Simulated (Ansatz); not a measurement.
## Ag wire along [100], 45 atoms a period: bands along the axis

Wanted: the relaxed geometry and the bands of the Ag wire along [100], 45 atoms a period.

Calculated with Ansatz 0.2.0; DFT PBE, plane waves, PAW; relaxation of a wire's period; PAW set soft_1, in the first sound run; inputs show where later runs differ.

### 1. Set-up

The cell holds 45 atoms: 45 Ag. Its edges and angles: a = 19.250 Å, b = 19.250 Å, c = 4.150 Å, α = 90.0°, β = 90.0°, γ = 90.0°. Vacuum lies along a and b. The structure's axis is c.

### 2. Relaxation of atoms and period

Band widths follow the bond lengths, so the wire is relaxed first. The atoms and the third cell vector are free; the box across stays fixed as vacuum. A Fermi-Dirac smearing is set since the result may be a metal. The pressure printed is a third of the stress's trace over the whole box, vacuum included; only the stress along the axis is relaxed.

input.yaml reads:

```yaml
crystal:
  lattice:
    - [19.25, 0.0, 0.0]
    - [0.0, 19.25, 0.0]
    - [0.0, 0.0, 4.15]
  atoms:
    - { symbol: Ag, position: [0.176623377, 0.392207792, 0.0] }
    - { symbol: Ag, position: [0.176623377, 0.607792208, 0.0] }
    - { symbol: Ag, position: [0.284415584, 0.284415584, 0.0] }
    - { symbol: Ag, position: [0.284415584, 0.5, 0.0] }
    - { symbol: Ag, position: [0.284415584, 0.715584416, 0.0] }
    - { symbol: Ag, position: [0.392207792, 0.176623377, 0.0] }
    - { symbol: Ag, position: [0.392207792, 0.392207792, 0.0] }
    - { symbol: Ag, position: [0.392207792, 0.607792208, 0.0] }
    - { symbol: Ag, position: [0.392207792, 0.823376623, 0.0] }
    - { symbol: Ag, position: [0.5, 0.284415584, 0.0] }
    - { symbol: Ag, position: [0.5, 0.5, 0.0] }
    - { symbol: Ag, position: [0.5, 0.715584416, 0.0] }
    - { symbol: Ag, position: [0.607792208, 0.176623377, 0.0] }
    - { symbol: Ag, position: [0.607792208, 0.392207792, 0.0] }
    - { symbol: Ag, position: [0.607792208, 0.607792208, 0.0] }
    - { symbol: Ag, position: [0.607792208, 0.823376623, 0.0] }
    - { symbol: Ag, position: [0.715584416, 0.284415584, 0.0] }
    - { symbol: Ag, position: [0.715584416, 0.5, 0.0] }
    - { symbol: Ag, position: [0.715584416, 0.715584416, 0.0] }
    - { symbol: Ag, position: [0.823376623, 0.392207792, 0.0] }
    - { symbol: Ag, position: [0.823376623, 0.607792208, 0.0] }
    - { symbol: Ag, position: [0.176623377, 0.284415584, 0.5] }
    - { symbol: Ag, position: [0.176623377, 0.5, 0.5] }
    - { symbol: Ag, position: [0.176623377, 0.715584416, 0.5] }
    - { symbol: Ag, position: [0.284415584, 0.176623377, 0.5] }
    - { symbol: Ag, position: [0.284415584, 0.392207792, 0.5] }
    - { symbol: Ag, position: [0.284415584, 0.607792208, 0.5] }
    - { symbol: Ag, position: [0.284415584, 0.823376623, 0.5] }
    - { symbol: Ag, position: [0.392207792, 0.284415584, 0.5] }
    - { symbol: Ag, position: [0.392207792, 0.5, 0.5] }
    - { symbol: Ag, position: [0.392207792, 0.715584416, 0.5] }
    - { symbol: Ag, position: [0.5, 0.176623377, 0.5] }
    - { symbol: Ag, position: [0.5, 0.392207792, 0.5] }
    - { symbol: Ag, position: [0.5, 0.607792208, 0.5] }
    - { symbol: Ag, position: [0.5, 0.823376623, 0.5] }
    - { symbol: Ag, position: [0.607792208, 0.284415584, 0.5] }
    - { symbol: Ag, position: [0.607792208, 0.5, 0.5] }
    - { symbol: Ag, position: [0.607792208, 0.715584416, 0.5] }
    - { symbol: Ag, position: [0.715584416, 0.176623377, 0.5] }
    - { symbol: Ag, position: [0.715584416, 0.392207792, 0.5] }
    - { symbol: Ag, position: [0.715584416, 0.607792208, 0.5] }
    - { symbol: Ag, position: [0.715584416, 0.823376623, 0.5] }
    - { symbol: Ag, position: [0.823376623, 0.284415584, 0.5] }
    - { symbol: Ag, position: [0.823376623, 0.5, 0.5] }
    - { symbol: Ag, position: [0.823376623, 0.715584416, 0.5] }
kpoints:
  mp_grid: { grid: [1, 1, 20] }
scf:
  occupations: { method: fermi_dirac, width: 0.05 }
hamiltonian:
  xc: pbe
  pseudopotentials: { kind: paw, azcp: { folder: soft_1 } }
relax:
  cell: { fix: [a, b, alpha, beta, gamma] }
  max_steps: 45
  f_tol: 0.03
```

Run with:

```
$ ansatz run input.yaml --threads 16 --pin off --max-ram 61440MiB --backend cuda --events-out ev --progress --plain --runs-dir out --max-vram 78GiB
```

Numbers of over 12 decimals in the logs are rounded to 6 here.

What it wrote:

```text
Engine: ansatz 0.2.0, aarch64-unknown-linux-gnu
Pseudopotentials: kind: paw
Pseudopotential: Ag, paw, valence charge 19, recommended cutoff 420 eV (normal), soft_1/Ag.paw.azcp
Functional definition: PBE
  parameter kappa = 0.804
  parameter beta = 0.066725
  exchange = pbe_x(kappa = kappa, mu = beta*pi^2/3)
  correlation = pbe_c(beta = beta)
[...]
Crystal: 45 atoms, lattice volume = 1537.834 Å³
Basis set: ecut = 420 eV, 29925 PW (Γ), exchange–correlation on 270×270×60 points (8 copies of the dense FFT grid, shifted against one another)
Bands: 513, of which v1, the nominal top of the filled ones, is band 428 counted from 1 (427 counted from 0)
Symmetry: 16 space group operations
Space group: P4/mmm (ITA 123), of the structure as read, at distance tolerance 1.2e-4 Å
k-points: 11 of 20
Non-local potential: Ag, projectors of the file, l = 0: 3, l = 1: 2, l = 2: 2, l = 3: 1
PAW form: soft (Blöchl's): semilocal exchange-correlation on the pseudo side does not see the compensation charge
PAW one-centre angular grid: Ag, 590 points (default); XC on 64 Gauss nodes
Initial density: superposition of atomic densities (neutral atoms: chi_scale 0, normalization atom)
Initial wavefunctions: pseudopotential atomic-orbital guess
[...]
Functional: x = pbe(κ = 0.804, μ = 0.219515), c = pbe(β = 0.066725)
SCF iter   1: F=—  HF=-341574.516264 eV  |F-HF|=—  |Δ(HF+E_count)|=         —  Δρ=4.17e-2  dr2=3.47e1  ethr=3.10e-3  ⟨swp⟩=6.0  Hψ=21039  notcnv=0  defer=113
preconditioner: auto → LDOS  [metal: Δε(μ)=0.015 eV  Ē_g=8.435 eV  σ=0.050 eV  W_gap=0.08  n_scr=394 (ndim 8)  ℏωp=21.1 eV  f_vac=0.423  D(μ)=12.77/eV (n_scr^D=44)  β→1.0]
SCF iter   2: F=—  HF=-341582.473632 eV  |F-HF|=—  |Δ(HF+E_count)|=    7.96e0  Δρ=6.20e-2  dr2=5.61e1  ethr=3.10e-3  ⟨swp⟩=2.6  Hψ=11635  notcnv=0  defer=750
[...]
SCF iter  10: F=-341565.871915 eV  HF=-341565.871915 eV  |F-HF|=5.87e-8  |Δ(HF+E_count)|=   4.75e-8  Δρ=2.78e-6  dr2=7.19e-8  ethr=1.17e-11  ⟨swp⟩=2.9  Hψ=20100  notcnv=0
SCF 1 converged in 10 iterations: F = -341565.871915 eV  dr2 = 7.19e-8
  greatest PAW one-centre occupation: 1.001 electrons in one spin orbital (limit 2), on the Ag atom at site 10 (counted from 0), in its partial waves of l = 0
relax step   1: F+E_penalty+E_count = -341565.87191500 eV  Δ(F+E_penalty+E_count) = +0.000e0 eV  max|allowed force component| = 3.499e-1 eV/Å  Δτ_max = 0.0000 Å  P = -1.262 GPa  Ω = 1537.834 Å³  fix = [a, b, alpha, beta, gamma]  reactions: a -1.010, b -1.010 GPa  (10 SCF iters, dr2 threshold 1.00e-7 eV, accepted)
[...]
Crystal: 45 atoms, lattice volume = 1491.469 Å³
Basis set: ecut = 420 eV, 29141 PW (Γ), exchange–correlation on 270×270×60 points (8 copies of the dense FFT grid, shifted against one another)
[...]
iter 1 solved again at ethr=2.78e-5 eV; its pass at ethr=3.10e-3 eV (dr2=2.38e-1 eV) is discarded
SCF iter   1: F=—  HF=-341566.260323 eV  |F-HF|=—  |Δ(HF+E_count)|=         —  Δρ=3.84e-3  dr2=2.40e-1  ethr=2.78e-5  ⟨swp⟩=4.3  Hψ=27420  notcnv=0
preconditioner: auto → LDOS  [metal: Δε(μ)=0.079 eV  Ē_g=8.948 eV  σ=0.050 eV  W_gap=0.36  n_scr=402 (ndim 8)  ℏωp=21.4 eV  f_vac=0.429  D(μ)=11.05/eV (n_scr^D=36)  β→1.0]
SCF iter   2: F=—  HF=-341566.328233 eV  |F-HF|=—  |Δ(HF+E_count)|=   6.79e-2  Δρ=5.51e-3  dr2=4.20e-1  ethr=2.78e-5  ⟨swp⟩=2.9  Hψ=12928  notcnv=0
[...]
SCF iter   7: F=-341566.208064 eV  HF=-341566.208064 eV  |F-HF|=1.08e-7  |Δ(HF+E_count)|=   5.35e-7  Δρ=5.49e-6  dr2=3.28e-7  ethr=5.26e-10  ⟨swp⟩=4.0  Hψ=17601  notcnv=0
SCF 2 converged in 7 iterations: F = -341566.208064 eV  dr2 = 3.28e-7
relax step   2: F+E_penalty+E_count = -341566.20806406 eV  Δ(F+E_penalty+E_count) = -3.361e-1 eV  max|allowed force component| = 1.464e-1 eV/Å  Δτ_max = 0.1357 Å  P = +0.926 GPa  Ω = 1491.469 Å³  energy of the carried Pulay correction = +1.138e-2 eV  fix = [a, b, alpha, beta, gamma]  reactions: a +1.006, b +1.006 GPa  (7 SCF iters, dr2 threshold 4.50e-6 eV, accepted)
[...]
Crystal: 45 atoms, lattice volume = 1494.603 Å³
[...]
iter 1 solved again at ethr=1.33e-5 eV; its pass at ethr=3.10e-3 eV (dr2=1.14e-1 eV) is discarded
[...]
SCF 3 converged in 7 iterations: F = -341566.313996 eV  dr2 = 2.50e-7
[...]
SCF 4 converged in 7 iterations: F = -341566.322943 eV  dr2 = 1.61e-8
[...]
SCF 5 converged in 9 iterations: F = -341566.324554 eV  dr2 = 4.06e-11
[...]
SCF 6 converged in 7 iterations: F = -341566.309748 eV  dr2 = 2.55e-11
[...]
SCF converged after 7 iterations
[...]
--- Relaxed structure (5 steps of the walk, 5 accepted, 1 SCFs on fresh bases) ---
  F+E_penalty+E_count = -341566.30974799 eV   max|allowed force component| = 3.300e-3 eV/Å   (the final SCF, on the basis selected at the relaxed cell)
  cell:  # Å, volume = 1482.5605 Å³
    - [19.25, 0, 0]
    - [0, 19.25, 0.0]
    - [0, 0.0, 4.000838]
  atoms:
    - { symbol: Ag, position: [0.174017, 0.392885, 0] }
    - { symbol: Ag, position: [0.174017, 0.607115, 0] }
    - { symbol: Ag, position: [0.281211, 0.281211, 0] }
    - { symbol: Ag, position: [0.281605, 0.5, 0] }
    - { symbol: Ag, position: [0.281211, 0.718789, 0] }
    - { symbol: Ag, position: [0.392885, 0.174017, 0] }
    - { symbol: Ag, position: [0.391336, 0.391336, 0] }
    - { symbol: Ag, position: [0.391336, 0.608664, 0] }
    - { symbol: Ag, position: [0.392885, 0.825983, 0] }
    - { symbol: Ag, position: [0.5, 0.281605, 0] }
    - { symbol: Ag, position: [0.5, 0.5, 0] }
    - { symbol: Ag, position: [0.5, 0.718395, 0] }
    - { symbol: Ag, position: [0.607115, 0.174017, 0] }
    - { symbol: Ag, position: [0.608664, 0.391336, 0] }
    - { symbol: Ag, position: [0.608664, 0.608664, 0] }
    - { symbol: Ag, position: [0.607115, 0.825983, 0] }
    - { symbol: Ag, position: [0.718789, 0.281211, 0] }
    - { symbol: Ag, position: [0.718395, 0.5, 0] }
    - { symbol: Ag, position: [0.718789, 0.718789, 0] }
    - { symbol: Ag, position: [0.825983, 0.392885, 0] }
    - { symbol: Ag, position: [0.825983, 0.607115, 0] }
    - { symbol: Ag, position: [0.177779, 0.286384, 0.5] }
    - { symbol: Ag, position: [0.172955, 0.5, 0.5] }
    - { symbol: Ag, position: [0.177779, 0.713616, 0.5] }
    - { symbol: Ag, position: [0.286384, 0.177779, 0.5] }
    - { symbol: Ag, position: [0.282439, 0.391509, 0.5] }
    - { symbol: Ag, position: [0.282439, 0.608491, 0.5] }
    - { symbol: Ag, position: [0.286384, 0.822221, 0.5] }
    - { symbol: Ag, position: [0.391509, 0.282439, 0.5] }
    - { symbol: Ag, position: [0.390885, 0.5, 0.5] }
    - { symbol: Ag, position: [0.391509, 0.717561, 0.5] }
    - { symbol: Ag, position: [0.5, 0.172955, 0.5] }
    - { symbol: Ag, position: [0.5, 0.390885, 0.5] }
    - { symbol: Ag, position: [0.5, 0.609115, 0.5] }
    - { symbol: Ag, position: [0.5, 0.827045, 0.5] }
    - { symbol: Ag, position: [0.608491, 0.282439, 0.5] }
    - { symbol: Ag, position: [0.609115, 0.5, 0.5] }
    - { symbol: Ag, position: [0.608491, 0.717561, 0.5] }
    - { symbol: Ag, position: [0.713616, 0.177779, 0.5] }
    - { symbol: Ag, position: [0.717561, 0.391509, 0.5] }
    - { symbol: Ag, position: [0.717561, 0.608491, 0.5] }
    - { symbol: Ag, position: [0.713616, 0.822221, 0.5] }
    - { symbol: Ag, position: [0.822221, 0.286384, 0.5] }
    - { symbol: Ag, position: [0.827045, 0.5, 0.5] }
    - { symbol: Ag, position: [0.822221, 0.713616, 0.5] }
```

The job ended after 14 s (1 × NVIDIA GB200 with 16 threads of Arm Neoverse V2, shared host; peak memory 1.8 GiB).

The steps of the relaxation:

```csv
step,energy less that of the first step (eV),largest force component (eV/Å),pressure (GPa),volume (Å³)
1,0.0000,0.3499,-1.26,1537.83
2,-0.3361,0.1464,0.93,1491.47
3,-0.4421,0.0284,-0.06,1494.60
4,-0.4510,0.0094,-0.02,1485.91
5,-0.4526,0.0030,-0.01,1482.56
6,-0.4378,0.0033,0.00,1482.56
```

The log counts 1 steps on a newly chosen plane-wave basis, not all of them marked here; energy and pressure can jump at such steps.

Forces are held to the 16 operations that the run works with; a distortion that breaks them can't arise in this run.

```csv
cell as run,before,after,change
c (Å),4.150,4.001,-3.6 %
```

The atoms that moved most (Å, along periodic axes as changes of fractional coordinates times the final cell, across vacuum about the mean position):

```csv
atom,dx,dy,dz,length
Ag3,-0.062,-0.062,0.000,0.087
Ag5,-0.062,0.062,0.000,0.087
Ag19,0.062,0.062,0.000,0.087
Ag17,0.062,-0.062,0.000,0.087
Ag44,0.071,0.000,0.000,0.071
Ag35,0.000,0.071,0.000,0.071
Ag32,0.000,-0.071,0.000,0.071
Ag23,-0.071,0.000,0.000,0.071
```

This step gave:

* energy at zero smearing: -341566.2580 eV
* cell length along the wire: 4.001 Å

The cell's length comes to 4.001 Å with spin left out.

### 3. Bands of the perfect wire

This step: DFT PBE, plane waves, PAW; bands of a perfect wire; PAW set soft_1 (Ansatz 0.2.0).

At the relaxed period the bands are computed along the axis; those that cross an energy going forward count the channels that a perfect wire would open there.

input.yaml reads:

```yaml
crystal:
  lattice:
    - [19.25, 0.0, 0.0]
    - [0.0, 19.25, 0.0]
    - [0.0, 0.0, 4.0008378614]
  atoms:
    - { symbol: Ag, position: [0.174017225, 0.392884897, 0.0] }
    - { symbol: Ag, position: [0.174017225, 0.607115103, 0.0] }
    - { symbol: Ag, position: [0.281211192, 0.281211192, 0.0] }
    - { symbol: Ag, position: [0.281604552, 0.5, 0.0] }
    - { symbol: Ag, position: [0.281211192, 0.718788808, 0.0] }
    - { symbol: Ag, position: [0.392884897, 0.174017225, 0.0] }
    - { symbol: Ag, position: [0.391336249, 0.391336249, 0.0] }
    - { symbol: Ag, position: [0.391336249, 0.608663751, 0.0] }
    - { symbol: Ag, position: [0.392884897, 0.825982775, 0.0] }
    - { symbol: Ag, position: [0.5, 0.281604552, 0.0] }
    - { symbol: Ag, position: [0.5, 0.5, 0.0] }
    - { symbol: Ag, position: [0.5, 0.718395448, 0.0] }
    - { symbol: Ag, position: [0.607115103, 0.174017225, 0.0] }
    - { symbol: Ag, position: [0.608663751, 0.391336249, 0.0] }
    - { symbol: Ag, position: [0.608663751, 0.608663751, 0.0] }
    - { symbol: Ag, position: [0.607115103, 0.825982775, 0.0] }
    - { symbol: Ag, position: [0.718788808, 0.281211192, 0.0] }
    - { symbol: Ag, position: [0.718395448, 0.5, 0.0] }
    - { symbol: Ag, position: [0.718788808, 0.718788808, 0.0] }
    - { symbol: Ag, position: [0.825982775, 0.392884897, 0.0] }
    - { symbol: Ag, position: [0.825982775, 0.607115103, 0.0] }
    - { symbol: Ag, position: [0.177778685, 0.286383922, 0.5] }
    - { symbol: Ag, position: [0.172954985, 0.5, 0.5] }
    - { symbol: Ag, position: [0.177778685, 0.713616078, 0.5] }
    - { symbol: Ag, position: [0.286383922, 0.177778685, 0.5] }
    - { symbol: Ag, position: [0.28243931, 0.391508619, 0.5] }
    - { symbol: Ag, position: [0.28243931, 0.608491381, 0.5] }
    - { symbol: Ag, position: [0.286383922, 0.822221315, 0.5] }
    - { symbol: Ag, position: [0.391508619, 0.28243931, 0.5] }
    - { symbol: Ag, position: [0.390884571, 0.5, 0.5] }
    - { symbol: Ag, position: [0.391508619, 0.71756069, 0.5] }
    - { symbol: Ag, position: [0.5, 0.172954985, 0.5] }
    - { symbol: Ag, position: [0.5, 0.390884571, 0.5] }
    - { symbol: Ag, position: [0.5, 0.609115429, 0.5] }
    - { symbol: Ag, position: [0.5, 0.827045015, 0.5] }
    - { symbol: Ag, position: [0.608491381, 0.28243931, 0.5] }
    - { symbol: Ag, position: [0.609115429, 0.5, 0.5] }
    - { symbol: Ag, position: [0.608491381, 0.71756069, 0.5] }
    - { symbol: Ag, position: [0.713616078, 0.177778685, 0.5] }
    - { symbol: Ag, position: [0.71756069, 0.391508619, 0.5] }
    - { symbol: Ag, position: [0.71756069, 0.608491381, 0.5] }
    - { symbol: Ag, position: [0.713616078, 0.822221315, 0.5] }
    - { symbol: Ag, position: [0.822221315, 0.286383922, 0.5] }
    - { symbol: Ag, position: [0.827045015, 0.5, 0.5] }
    - { symbol: Ag, position: [0.822221315, 0.713616078, 0.5] }
kpoints:
  mp_grid: { grid: [1, 1, 20] }
  band_path: { path: ["Γ", Z], npoints: 90 }
scf:
  occupations: { method: fermi_dirac, width: 0.05 }
hamiltonian:
  xc: pbe
  pseudopotentials: { kind: paw, azcp: { folder: soft_1 } }
output:
  dos: { e_range: [-5, 4] }
  write_potential: true
  write_density: true
  volumetric_format: npy
```

What it wrote:

```text
[...]
Crystal: 45 atoms, lattice volume = 1482.560 Å³
Basis set: ecut = 420 eV, 29013 PW (Γ)
Bands: 513, of which v1, the nominal top of the filled ones, is band 428 counted from 1 (427 counted from 0)
[... 1 set-up line as in the run before ...]
[...]
k-points: 11 of 20
[...]
SCF iter   1: F=—  HF=-341575.327344 eV  |F-HF|=—  |Δ(HF+E_count)|=         —  Δρ=4.36e-2  dr2=3.57e1  ethr=3.10e-3  ⟨swp⟩=6.0  Hψ=21016  notcnv=0  defer=131
[...]
SCF iter   6: F=—  HF=-341566.317540 eV  |F-HF|=—  |Δ(HF+E_count)|=   1.45e-2  Δρ=1.58e-4  dr2=3.51e-4  ethr=6.10e-7  ⟨swp⟩=2.0  Hψ=8207  notcnv=0  defer=762
[...]
SCF iter   8: F=—  HF=-341566.309972 eV  |F-HF|=—  |Δ(HF+E_count)|=   2.17e-2  Δρ=1.41e-5  dr2=2.34e-6  ethr=1.18e-8  ⟨swp⟩=2.0  Hψ=7587  notcnv=0  defer=762
[...]
SCF iter  10: F=-341566.309974 eV  HF=-341566.309974 eV  |F-HF|=2.74e-8  |Δ(HF+E_count)|=   5.14e-8  Δρ=2.49e-6  dr2=5.50e-8  ethr=1.17e-11  ⟨swp⟩=10.7  Hψ=24424  notcnv=0
SCF 1 converged in 10 iterations: F = -341566.309974 eV  dr2 = 5.50e-8
[...]
NSCF: frozen V_eff on 91 k-points
[...]
SCF converged after 10 iterations
[...]
```

It took 21 s on 1 × NVIDIA GB200 with 16 threads; peak memory 4.2 GiB.

This step gave:

```
energy at zero smearing : -341566.2582 eV
band gap                : 0 eV
```

The electronic bands at the labelled points (eV, zero at the Fermi level; # counts the bands kept):

```csv
point,#48,#49,#50,#51,#52,#53,#54,#55
Γ,-0.75,-0.58,-0.57,-0.57,0.15,0.28,0.60,0.62
halfway,-0.14,-0.08,0.03,0.34,0.34,0.65,0.65,0.81
Z,-0.51,-0.51,-0.35,-0.31,-0.24,-0.17,0.38,0.41
```

Between Γ and Z the bands cross the Fermi level 14 times, so a perfect wire would conduct at least 14 G₀, with spin left out.

### 4. What came out

```json
{
 "cell length, PBE": "4.001 Å",
 "ballistic conductance by band crossings, a lower bound, PBE": "14 G₀"
}
```

What this shows: Under PBE the cell's length is 4.00 Å, and the bands cross the Fermi level 14 times between Γ and Z, which gives a perfect wire at least 14 G₀ (opposite crossings within one step of the path cancel in such a count).

[Logs are printed without paths, hosts, clocks, repeated set-up lines and the standing remarks that a program may print on its own settings, such as how far it seeks lower states.]

[Hosts, paths, dates, database ids (printed as entryN), source tags and the programs' standing remarks are cut or masked in the printed files.]
